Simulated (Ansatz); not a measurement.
# BeMoS3 (built on the sites of a database entry of BaMoO3): a soft mode frozen in

Aim: this structure of BeMoS3 (built on the sites of a database entry of BaMoO3) is to be tested for unstable modes, and one is followed downhill.

Method: DFT PBEsol, scalar-relativistic, plane waves, PAW, in Ansatz 0.2.0.

The structure was built from a prototype and need not be the compound's stable phase.

**1. The starting structure**

It takes space group Pm-3m (No. 221, cubic). The conventional cell has a = 4.621 Å, b = 4.621 Å, c = 4.621 Å, α = 90.00°, β = 90.00°, γ = 90.00°. Nearest to Be lie 12 S at 3.27 Å. Nearest to Mo lie 6 S at 2.31 Å. Nearest to S lie 2 Mo at 2.31 Å. Farther neighbours and most contacts between anions are not listed.

**2. The dispersion**

The cell comes from relaxations at this level that are not shown. Stability and thermal properties need the whole zone. Linear response on a 2×2×2 q mesh gives force constants as far as a supercell of that size would.

The input, input.yaml:

```yaml
crystal:
  lattice:
    - [4.6206887221, 0.0, 0.0]
    - [0.0, 4.6206887221, 0.0]
    - [0.0, 0.0, 4.6206887221]
  atoms:
    - { symbol: Be, position: [0.5, 0.5, 0.5] }
    - { symbol: Mo, position: [0.0, 0.0, 0.0] }
    - { symbol: S, position: [0.0, 0.5, 0.0] }
    - { symbol: S, position: [0.0, 0.0, 0.5] }
    - { symbol: S, position: [0.5, 0.0, 0.0] }
kpoints:
  mp_grid: { grid: [6, 6, 6] }
hamiltonian:
  xc: pbesol
scf:
  occupations: { method: methfessel_paxton, width: 0.15 }
output:
  eigenvalues: true
phonons:
  method: dfpt
  qmesh: [2, 2, 2]
  temperatures: { t_max: 1000, t_step: 50 }
  qpath:
    path:
      - [[0.0, 0.0, 0.0], [0.0, 0.5, 0.0], [0.5, 0.5, 0.0], [0.0, 0.0, 0.0], [0.5, 0.5, 0.5], [0.0, 0.5, 0.0]]
      - [[0.5, 0.5, 0.5], [0.5, 0.5, 0.0]]
    npoints: 10
```

Command:

```
ansatz run input.yaml --threads 8 --pin off --max-ram 14336MiB --backend cpu --events-out ev --progress --plain --runs-dir out
```

Numbers of over 12 decimals in the logs are rounded to 6 here.

The program printed:

```text
Engine: ansatz 0.2.0, x86_64-unknown-linux-gnu
Pseudopotentials: kind: paw
Pseudopotential: Be, paw, valence charge 2, recommended cutoff 420 eV (normal), Be.paw.azcp
Pseudopotential: Mo, paw, valence charge 14, recommended cutoff 420 eV (normal), Mo.paw.azcp
Pseudopotential: S, paw, valence charge 6, recommended cutoff 420 eV (normal), S.paw.azcp
Functional definition: PBEsol
  exchange = pbesol_x
  correlation = pbesol_c
Crystal: 5 atoms, lattice volume = 98.655 Å³
Basis set: ecut = 420 eV, 1935 PW (Γ), exchange–correlation on 64×64×64 points (8 copies of the dense FFT grid, shifted against one another)
Bands: 22, of which v1, the nominal top of the filled ones, is band 17 counted from 1 (16 counted from 0)
Symmetry: 48 space group operations
k-points: 20 of 216
Non-local potential: Be, projectors of the file, l = 0: 2, l = 1: 2, l = 2: 1
Non-local potential: Mo, projectors of the file, l = 0: 3, l = 1: 2, l = 2: 2, l = 3: 1
Non-local potential: S, projectors of the file, l = 0: 2, l = 1: 2, l = 2: 2
PAW form: soft (Blöchl's): semilocal exchange-correlation on the pseudo side does not see the compensation charge
PAW frozen core: Be, regenerated for the run's functional, and the local potential with it (the file was generated under x = pbe(κ = 0.804, μ = 0.219515), c = pbe(β = 0.066725))
PAW frozen core: Mo, regenerated for the run's functional, and the local potential with it (the file was generated under x = pbe(κ = 0.804, μ = 0.219515), c = pbe(β = 0.066725))
PAW frozen core: S, regenerated for the run's functional, and the local potential with it (the file was generated under x = pbe(κ = 0.804, μ = 0.219515), c = pbe(β = 0.066725))
PAW one-centre angular grid: Be, 110 points (default); XC on 64 Gauss nodes
PAW one-centre angular grid: Mo, 590 points (default); XC on 64 Gauss nodes
PAW one-centre angular grid: S, 110 points (default); XC on 64 Gauss nodes
Initial density: superposition of atomic densities (neutral atoms: chi_scale 0, normalization atom), corrected by the library's trained network
Initial wavefunctions: pseudopotential atomic-orbital guess
Functional: x = pbesol(κ = 0.804, μ = 0.123457), c = pbesol(β = 0.046)
SCF iter   1: F=—  HF=-7640.298257 eV  |F-HF|=—  |Δ(HF+E_count)|=         —  Δρ=4.25e-3  dr2=4.48e-2  ethr=1.77e-3  ⟨swp⟩=6.8  Hψ=4775  notcnv=0
automatic band count: the SCF goes on with 27 bands, as 22 were too few: they end inside the smearing window of the response
preconditioner: auto → Kerker (q_TF=auto, 2.284 Å⁻¹)  [metal: Δε(μ)=0.025 eV  Ē_g=9.166 eV  σ=0.150 eV  W_gap=0.14  n_scr=18 (ndim 8)  ℏωp=19.1 eV  f_vac=0.000  D(μ)=5.06/eV (n_scr^D=56)]
SCF iter   2: F=—  HF=-7640.293946 eV  |F-HF|=—  |Δ(HF+E_count)|=   4.31e-3  S|Δr|=    0.00e0  Δρ=2.79e-3  dr2=2.20e-2  ethr=1.32e-4  ⟨swp⟩=1.0  Hψ=700  notcnv=0
preconditioner: auto → Resta (q_TF=auto, 2.284 Å⁻¹)  ε∞=5.3  [insulator: Δε(μ)=0.163 eV  Ē_g=9.156 eV  σ=0.150 eV  W_gap=0.55  n_scr=18 (ndim 8)  ℏωp=19.1 eV  f_vac=0.000  D(μ)=5.13/eV (n_scr^D=56)  ε∞_Penn≈5.3]
SCF iter   3: F=—  HF=-7640.290170 eV  |F-HF|=—  |Δ(HF+E_count)|=   3.78e-3  S|Δr|=    0.00e0  Δρ=5.94e-4  dr2=4.37e-4  ethr=6.46e-5  ⟨swp⟩=1.4  Hψ=503  notcnv=0
SCF iter   4: F=—  HF=-7640.290096 eV  |F-HF|=—  |Δ(HF+E_count)|=   7.39e-5  S|Δr|=    0.00e0  Δρ=2.13e-4  dr2=7.40e-5  ethr=1.29e-6  ⟨swp⟩=2.4  Hψ=687  notcnv=0
SCF iter   5: F=—  HF=-7640.290083 eV  |F-HF|=—  |Δ(HF+E_count)|=   1.26e-5  S|Δr|=    0.00e0  Δρ=3.50e-5  dr2=1.81e-6  ethr=2.18e-7  ⟨swp⟩=1.6  Hψ=506  notcnv=0
SCF iter   6: F=—  HF=-7640.290082 eV  |F-HF|=—  |Δ(HF+E_count)|=   1.39e-6  S|Δr|=    0.00e0  Δρ=6.23e-6  dr2=2.64e-8  ethr=5.32e-9  ⟨swp⟩=2.6  Hψ=756  notcnv=0
SCF iter   7: F=—  HF=-7640.290082 eV  |F-HF|=—  |Δ(HF+E_count)|=   3.77e-9  S|Δr|=    0.00e0  Δρ=1.60e-6  dr2=4.12e-9  ethr=7.78e-11  ⟨swp⟩=2.5  Hψ=807  notcnv=0
SCF iter   8: F=—  HF=-7640.290082 eV  |F-HF|=—  |Δ(HF+E_count)|=  6.46e-11  S|Δr|=    0.00e0  Δρ=4.60e-7  dr2=2.95e-10  ethr=1.21e-11  ⟨swp⟩=1.2  Hψ=537  notcnv=0
SCF iter   9: F=-7640.290082 eV  HF=-7640.290082 eV  |F-HF|=3.64e-12  |Δ(HF+E_count)|=  4.55e-11  S|Δr|=    0.00e0  Δρ=3.94e-8  dr2=1.57e-12  ethr=1.00e-12  ⟨swp⟩=8.3  Hψ=2876  notcnv=0
SCF 1 converged in 9 iterations: F = -7640.290082 eV  dr2 = 1.57e-12
  greatest PAW one-centre occupation: 0.999 electrons in one spin orbital (limit 2), on the Mo atom at site 1 (counted from 0), in its partial waves of l = 0
Initial density: read from a saved state, or passed on in memory by an earlier SCF of this step, an earlier step, the calling program or the single point that the run made first
iter 1 solved again at ethr=2.18e-7 eV; its pass at ethr=3.10e-3 eV (dr2=7.41e-5 eV) is discarded
SCF iter   1: F=—  HF=-7640.290078 eV  |F-HF|=—  |Δ(HF+E_count)|=         —  Δρ=7.88e-7  dr2=8.85e-10  ethr=2.18e-7  ⟨swp⟩=3.0  Hψ=3317  notcnv=0
eigensolver tolerance schedule: the retry pair's looser diagonalisation over-reported the residual by 83698.06 of it (diagonalisation noise at an unbounded share of the residual, at the tolerance the schedule requests for it); recorded, not acted on — ethr = c·dr2/N_el stays at c = 1.0e-1
preconditioner: auto → Resta (q_TF=auto, 2.284 Å⁻¹)  ε∞=8.4  [insulator: Δε(μ)=0.137 eV  Ē_g=7.028 eV  σ=0.150 eV  W_gap=0.52  n_scr=18 (ndim 8)  ℏωp=19.1 eV  f_vac=0.000  D(μ)=5.22/eV (n_scr^D=56)  ε∞_Penn≈8.4]
SCF iter   2: F=—  HF=-7640.290082 eV  |F-HF|=—  |Δ(HF+E_count)|=   3.49e-6  S|Δr|=    0.00e0  Δρ=4.11e-7  dr2=2.83e-10  ethr=2.60e-12  ⟨swp⟩=3.5  Hψ=1138  notcnv=0
SCF iter   3: F=—  HF=-7640.290082 eV  |F-HF|=—  |Δ(HF+E_count)|=  2.00e-11  S|Δr|=    0.00e0  Δρ=2.64e-7  dr2=1.11e-10  ethr=1.00e-12  ⟨swp⟩=1.0  Hψ=440  notcnv=0
SCF iter   4: F=—  HF=-7640.290082 eV  |F-HF|=—  |Δ(HF+E_count)|=  6.37e-12  S|Δr|=    0.00e0  Δρ=1.00e-7  dr2=1.29e-11  ethr=1.00e-12  ⟨swp⟩=1.0  Hψ=440  notcnv=0
SCF iter   5: F=-7640.290082 eV  HF=-7640.290082 eV  |F-HF|=1.82e-12  |Δ(HF+E_count)|=  2.73e-12  S|Δr|=    0.00e0  Δρ=1.34e-8  dr2=3.13e-13  ethr=1.00e-12  ⟨swp⟩=2.7  Hψ=895  notcnv=0
SCF 2 converged in 5 iterations: F = -7640.290082 eV  dr2 = 3.13e-13
phonons: the bands overlap, so this run is a metal and interpolates without the dipole-dipole term. If the crystal is really an insulator or semiconductor, its LO-TO splitting is missing
NSCF: frozen V_eff on 20 k-points
NSCF: frozen V_eff on 64 k-points
DFPT response loops at q = (0, 0, 0) (fractional): preconditioner auto → Kerker (q_TF=auto, 2.284 Å⁻¹) (partly filled bands, converged f_vac=0.000); β = 1.00, the filter's whole step (`scf.mixing.beta` (0.50) is not read by the response loops under this deck's `scf.mixing.preconditioner`; to damp them name `kerker` or `kerker_dos`, under which they read `scf.mixing.beta`, and type it under 1.00, their step now; both keys bind the ground state too); Broyden in place of MSR1
NSCF: frozen V_eff on 128 k-points
DFPT response loops at q = (0, 0, -0.5) (fractional): mixed as the last ones told, above
NSCF: frozen V_eff on 128 k-points
DFPT response loops at q = (0, -0.5, -0.5) (fractional): mixed as the last ones told, above
NSCF: frozen V_eff on 128 k-points
DFPT response loops at q = (-0.5, -0.5, -0.5) (fractional): mixed as the last ones told, above
SCF converged after 9 iterations
Stability not checked: this state was not tested for a lower state beside it, because cold or Methfessel-Paxton smearing, or corrected tetrahedra, fill the levels in a way that the test cannot read (fill_not_monotonic; see scf.lower_state_search)
Free energy (F): -7640.290082 eV
Harris-Foulkes:  -7640.290082 eV  (|F-HF|=3.64e-12)
Internal energy: -7640.282163 eV  (E = F + TS)
E sigma→0 (E₀):  -7640.288102 eV
Entropy (-TS):   -0.007919 eV (-1.584 meV/atom)
Fermi energy:    7.026543 eV
--- Per-component energies (eV) ---
  E_band       = -237.076610
  E_kinetic    = 773.316236
  E_local      = -2304.886824  (includes V_loc(G=0)·N_el)
  E_nonlocal   = 235.273143
  E_hartree    = 862.695149
  E_xc         = -485.659378
  E_vxc        = -505.349863  (∫ρ·V_xc dr)
  E_paw        = -4953.038154  (= ΣΔE_a)
  E_vpaw       = -160.819622  (= ΣTr[D̂ρ^β])
  E_aug_tail   = 0.000037  (compensation charges beyond the density's cutoff)
  E_ewald      = -1768.387049
  E_core_change = 0.404679  (= ΣΔE_core)
  E_smearing   = -0.007919  (= −TS)
  E_closure    = 0.000000  (closes the sum)
  Σ components = -7640.290082   (vs F -7640.290082, Δ=0.00e0)
--- Band table (eV; the first three rows and the last of 20) ---
  k-point 0: bands = [... 13 lower, 5.6641, 5.6641, 5.6641, 5.9219, 6.3097, 6.3097, 6.3097, 7.7624, ... 6 higher]
  k-point 1: bands = [... 13 lower, 5.3612, 5.4928, 6.0810, 6.0810, 6.6207, 6.9124, 6.9124, 7.7810, ... 6 higher]
  k-point 2: bands = [... 13 lower, 5.1893, 5.3862, 6.1796, 6.1796, 7.6349, 7.8081, 7.9547, 7.9547, ... 6 higher]
  k-point 19: bands = [... 13 lower, 5.6735, 7.2819, 7.2819, 7.2819, 8.2449, 8.2449, 8.2449, 12.3616, ... 6 higher]
--- Phonons (Γ-DFPT): 4 representative perturbations + reference (Σ response iterations 12) ---
  ASR residual: 1.424e-4 → 0.000e0 eV/Å²; symmetrization residual: 1.864e-6 eV/Å²
  ASR residual per site (eV/Å²): 1.42e-4 4.36e-5 2.90e-5 2.90e-5 2.90e-5
  Γ frequencies (cm⁻¹): -282.68 -282.68 -282.68 -113.42 -113.42 -113.42 -42.19 -42.19 -42.19 0.00 0.00 0.00 385.14 385.14 385.14
--- Phonons (arbitrary-q DFPT): 4 irreducible q on the 2×2×2 mesh ---
  q = [0.0000, 0.0000, 0.0000] (star 1, of the zone-centre solve; hermiticity 2.57e-7, symmetrization 1.11e-13): -282.68 -282.68 -282.68 -113.42 -113.42 -113.42 -42.19 -42.19 -42.19 -0.00 -0.00 0.00 385.14 385.14 385.14
  q = [0.0000, 0.0000, -0.5000] (star 3, 9 solved perturbations in 504 linear systems a pass and spin channel, the states on 64 of 216 k-point pairs; hermiticity 3.95e-7, symmetrization 5.55e-8): -247.61 -247.61 -226.40 -152.97 -152.97 -117.84 -53.21 -53.21 63.03 104.84 121.45 121.45 366.72 366.72 453.43
  q = [0.0000, -0.5000, -0.5000] (star 3, 9 solved perturbations in 504 linear systems a pass and spin channel, the states on 64 of 216 k-point pairs; hermiticity 1.51e-7, symmetrization 2.62e-8): -291.07 -291.07 -242.47 -199.47 -81.63 66.05 66.05 70.29 70.29 154.40 154.40 193.65 341.36 345.14 489.53
  q = [-0.5000, -0.5000, -0.5000] (star 1, 4 solved perturbations in 184 linear systems a pass and spin channel, the states on 64 of 216 k-point pairs; hermiticity 2.86e-8, symmetrization 1.73e-8): -264.13 -264.13 -264.13 -201.97 -201.97 -201.97 86.88 86.88 86.88 207.16 207.16 207.16 309.74 309.74 522.22
  sum rule: each row above includes the acoustic sum rule's correction from the zone centre's row sums; it moved no ω² by more than (2.07 cm⁻¹)²
  mesh force constants: q→R imaginary residual 5.58e-18; ASR residual 1.424e-4 → 0.000e0 eV/Å²; symmetrization residual 2.132e-14 eV/Å²
  interpolated dispersion: 62 rows × 15 modes
  density of states and harmonic sums: on the 14×14×14 q-mesh, interpolated from the force constants of a 2×2×2 supercell (no non-analytic term)
  largest difference from the sums on the solved wave vectors: F 3.10e-2 eV, S 4.13e-5 and C_V 1.03e-5 eV/K
  zero-point energy: 0.108106 eV/cell   skipped modes (ω ≤ 0): 843, of them read as no rigid motion or as one in doubt: 840 (7.004e0 modes/cell left out, lowest -291.07 cm⁻¹)   left out of the sums: 4.67e-1 of the cell's modes: C_V's classical limit lies that fraction below 3 k_B per atom; for a crystal, a wire or a layer, F and S can be off by more, and a phonons.interpolated_qmesh denser along its periods is the remedy for the sampling
```

Wall time 35 s (8 threads of Intel Xeon Platinum 8559C (Emerald Rapids), shared host); peak memory 0.89 GiB; 3.7 min of CPU time.

In the SCF lines HF is the Harris–Foulkes energy and dr2 the Hartree energy of the density residual, in eV; the loop may stop once dr2 is under the threshold and the program's other checks hold. Hψ counts applications of the Hamiltonian.

This step gave:

| Property | Result |
| --- | --- |
| volume per atom | 19.73 Å³ |
| gap on the k-mesh | 0 eV |
| sum-rule residual before enforcement | 1.42e-4 eV/Å² |
| lowest frequency on the path | -291.1 cm⁻¹ |
| point group | m-3m |
| highest frequency on the path or at a solved wavevector | 522.2 cm⁻¹ |
| highest optical mode at the zone centre (no LO-TO term) | 385.1 cm⁻¹ |
| lowest optical zone-centre mode | -282.7 cm⁻¹ |
| lowest mode on the q mesh (acoustic modes at Γ apart) | -291.1 cm⁻¹ |

Frequencies (cm⁻¹) solved at each irreducible wavevector; negative means imaginary. Frequencies by wavevector, by row:

| q in reciprocal lattice units | star | mode 1 | mode 2 | mode 3 | mode 4 | mode 13 | mode 14 | mode 15 |
| --- | --- | --- | --- | --- | --- | --- | --- | --- |
| 0 0 0 | 1 | -282.7 | -282.7 | -282.7 | -113.4 | 385.1 | 385.1 | 385.1 |
| 0 0 -0.5 | 3 | -247.6 | -247.6 | -226.4 | -153 | 366.7 | 366.7 | 453.4 |
| 0 -0.5 -0.5 | 3 | -291.1 | -291.1 | -242.5 | -199.5 | 341.4 | 345.1 | 489.5 |
| -0.5 -0.5 -0.5 | 1 | -264.1 | -264.1 | -264.1 | -202 | 309.7 | 309.7 | 522.2 |

Interpolated from a 2×2×2 q mesh. Phonon branches along the path, in cm⁻¹:

| point | branch 1 | branch 2 | branch 3 | branch 4 | branch 12 | branch 13 | branch 14 | branch 15 |
| --- | --- | --- | --- | --- | --- | --- | --- | --- |
| Γ | -283 | -283 | -283 | -113 | 0 | 385 | 385 | 385 |
| halfway | -267 | -267 | -256 | -123 | 87 | 376 | 376 | 418 |
| X | -248 | -248 | -226 | -153 | 121 | 367 | 367 | 453 |
| halfway | -273 | -268 | -245 | -166 | 174 | 355 | 359 | 469 |
| M | -291 | -291 | -242 | -200 | 194 | 341 | 345 | 490 |
| halfway | -277 | -257 | -252 | -149 | 146 | 366 | 370 | 440 |
| Γ | -283 | -283 | -283 | -113 | 0 | 385 | 385 | 385 |
| halfway | -268 | -268 | -254 | -160 | 148 | 357 | 357 | 462 |
| R | -264 | -264 | -264 | -202 | 207 | 310 | 310 | 522 |
| halfway | -271 | -266 | -260 | -174 | 180 | 342 | 344 | 486 |
| X | -248 | -248 | -226 | -153 | 121 | 367 | 367 | 453 |
| jump to R | -264 | -264 | -264 | -202 | 207 | 310 | 310 | 522 |
| halfway | -278 | -278 | -254 | -201 | 201 | 327 | 328 | 505 |
| M | -291 | -291 | -242 | -200 | 194 | 341 | 345 | 490 |

Symmetry leaves 4 wavevectors to solve. The lowest mode among them, the acoustic zeros apart, lies at q = (0, -0.5, -0.5) and is imaginary, 291.1i cm⁻¹, so the energy falls along it.

**3. The mode frozen in, largest atomic shift 0 Å**

The mode followed lies at q = (0, -0.5, -0.5) with frequency 291.1i cm⁻¹ and is 2-fold degenerate, the softest among the wavevectors solved. At small amplitude the distorted cell has space group no. 65 by a symmetry search on the positions. The undistorted cell that holds it gives the zero of energy on the same k mesh.

System of this step: BeMoS3 (built on the sites of a database entry of BaMoO3). It takes space group Pm-3m (No. 221, cubic). Conventional cell: a = 4.621 Å, b = 4.621 Å, c = 4.621 Å, α = 90.00°, β = 90.00°, γ = 90.00°. Nearest to Be lie 12 S at 3.27 Å. Mo has 6 S at 2.31 Å nearest. S has 2 Mo at 2.31 Å nearest. Nearest to S lie 2 Mo at 2.31 Å. Farther neighbours and most contacts between anions are not listed.

The input, input.yaml:

```yaml
crystal:
  lattice:
    - [-4.6206887221, 0.0, 0.0]
    - [0.0, -4.6206887221, -4.6206887221]
    - [0.0, -4.6206887221, 4.6206887221]
  atoms:
    - { symbol: Be, position: [0.5, 0.0, 0.5] }
    - { symbol: Be, position: [0.5, 0.5, 0.0] }
    - { symbol: Mo, position: [0.0, 0.0, 0.0] }
    - { symbol: Mo, position: [0.0, 0.5, 0.5] }
    - { symbol: S, position: [0.0, 0.75, 0.75] }
    - { symbol: S, position: [0.0, 0.25, 0.25] }
    - { symbol: S, position: [0.0, 0.25, 0.75] }
    - { symbol: S, position: [0.0, 0.75, 0.25] }
    - { symbol: S, position: [0.5, 0.0, 0.0] }
    - { symbol: S, position: [0.5, 0.5, 0.5] }
kpoints:
  mp_grid: { grid: [6, 6, 6] }
hamiltonian:
  xc: pbesol
scf:
  occupations: { method: methfessel_paxton, width: 0.15 }
output:
  forces: true
  stress: true
  eigenvalues: true
```

The program printed:

```text
[...]
Crystal: 10 atoms, lattice volume = 197.310 Å³
Basis set: ecut = 420 eV, 3891 PW (Γ), exchange–correlation on 64×90×90 points (8 copies of the dense FFT grid, shifted against one another)
Bands: 44, of which v1, the nominal top of the filled ones, is band 34 counted from 1 (33 counted from 0)
Symmetry: 32 space group operations
[...]
k-points: 40 of 216
[...]
k-point 0: bands = [... 30 lower, 5.6565, 5.9416, 6.2951, 6.2951, 6.3052, 6.8524, 7.2180, 7.7497, ... 6 higher]
  k-point 1: bands = [... 30 lower, 5.8596, 6.1134, 6.1952, 6.5117, 6.6347, 6.9184, 7.0205, 7.9929, ... 6 higher]
  k-point 2: bands = [... 30 lower, 5.8215, 6.5592, 6.5721, 6.8832, 6.9545, 7.0093, 7.4160, 7.9864, ... 6 higher]
  k-point 39: bands = [... 30 lower, 6.8554, 6.8554, 7.2350, 7.2350, 8.5694, 8.5694, 8.5882, 8.5882, ... 6 higher]
[key lines of the parts left out:]
SCF converged after 7 iterations
Free energy (F): -15280.616618 eV
Fermi energy:    7.063161 eV
P = ⅓ Tr σ = 0.0306 GPa (0.306 kbar)
```

The job ended after 2.4 s (8 threads; peak memory 0.9 GiB).

This step gave:

* pressure: 0.03063 GPa
* energy from the undistorted cell: 0 meV/atom

The run ends at a pressure of 0.03 GPa.

**4. The mode frozen in, largest atomic shift 0.6 Å**

The atoms are moved along the unstable eigenvector, the largest shift by 0.6 Å, with the cell fixed.

The input, input.yaml:

```yaml
crystal:
  lattice:
    - [-4.6206887221, 0.0, 0.0]
    - [0.0, -4.6206887221, -4.6206887221]
    - [0.0, -4.6206887221, 4.6206887221]
  atoms:
    - { symbol: Be, position: [0.5, -0.0649253862, 0.4350746138] }
    - { symbol: Be, position: [0.5, 0.5649253862, 0.0649253862] }
    - { symbol: Mo, position: [0.0, 0.0064399621, -0.0064399621] }
    - { symbol: Mo, position: [0.0, 0.4935600379, 0.5064399621] }
    - { symbol: S, position: [0.0, 0.75, 0.75] }
    - { symbol: S, position: [0.0, 0.25, 0.25] }
    - { symbol: S, position: [0.0, 0.25, 0.75] }
    - { symbol: S, position: [0.0, 0.75, 0.25] }
    - { symbol: S, position: [0.5, -0.0139085581, 0.0139085581] }
    - { symbol: S, position: [0.5, 0.5139085581, 0.4860914419] }
kpoints:
  mp_grid: { grid: [6, 6, 6] }
hamiltonian:
  xc: pbesol
scf:
  occupations: { method: methfessel_paxton, width: 0.15 }
output:
  forces: true
  stress: true
  eigenvalues: true
```

The program printed:

```text
[...]
Crystal: 10 atoms, lattice volume = 197.310 Å³
Basis set: ecut = 420 eV, 3891 PW (Γ), exchange–correlation on 64×90×90 points (8 copies of the dense FFT grid, shifted against one another)
Bands: 44, of which v1, the nominal top of the filled ones, is band 34 counted from 1 (33 counted from 0)
Symmetry: 8 space group operations
[...]
k-points: 52 of 216
[...]
k-point 0: bands = [... 30 lower, 5.7790, 6.0253, 6.2754, 6.2835, 6.3917, 7.2129, 7.3442, 7.7476, ... 6 higher]
  k-point 1: bands = [... 30 lower, 5.8123, 6.2214, 6.2428, 6.4868, 6.7554, 7.0185, 7.3223, 8.1885, ... 6 higher]
  k-point 2: bands = [... 30 lower, 5.7897, 6.4857, 6.7018, 6.7213, 7.0048, 7.1898, 7.6357, 8.1464, ... 6 higher]
  k-point 51: bands = [... 30 lower, 6.8147, 7.0787, 7.1776, 7.2111, 8.1685, 8.1698, 8.5741, 8.6333, ... 6 higher]
[key lines of the parts left out:]
SCF converged after 8 iterations
Free energy (F): -15281.859461 eV
Fermi energy:    7.138155 eV
P = ⅓ Tr σ = 0.0242 GPa (0.242 kbar)
```

The job ended after 3.2 s (8 threads; peak memory 0.96 GiB).

This step gave:

```
pressure                         : 0.02417 GPa
energy from the undistorted cell : -124.4 meV/atom
```

The energy, extrapolated to zero smearing, is -124.38 meV/atom against the undistorted cell.

The run ends at a pressure of 0.02 GPa, with forces up to 1.6 eV/Å.

(Part 1 of 2 ends here.)

[Logs are printed without paths, hosts, clocks, repeated set-up lines and the standing remarks that a program may print on its own settings, such as how far it seeks lower states.]

[Hosts, paths, dates, database ids (printed as entryN), source tags and the programs' standing remarks are cut or masked in the printed files.]
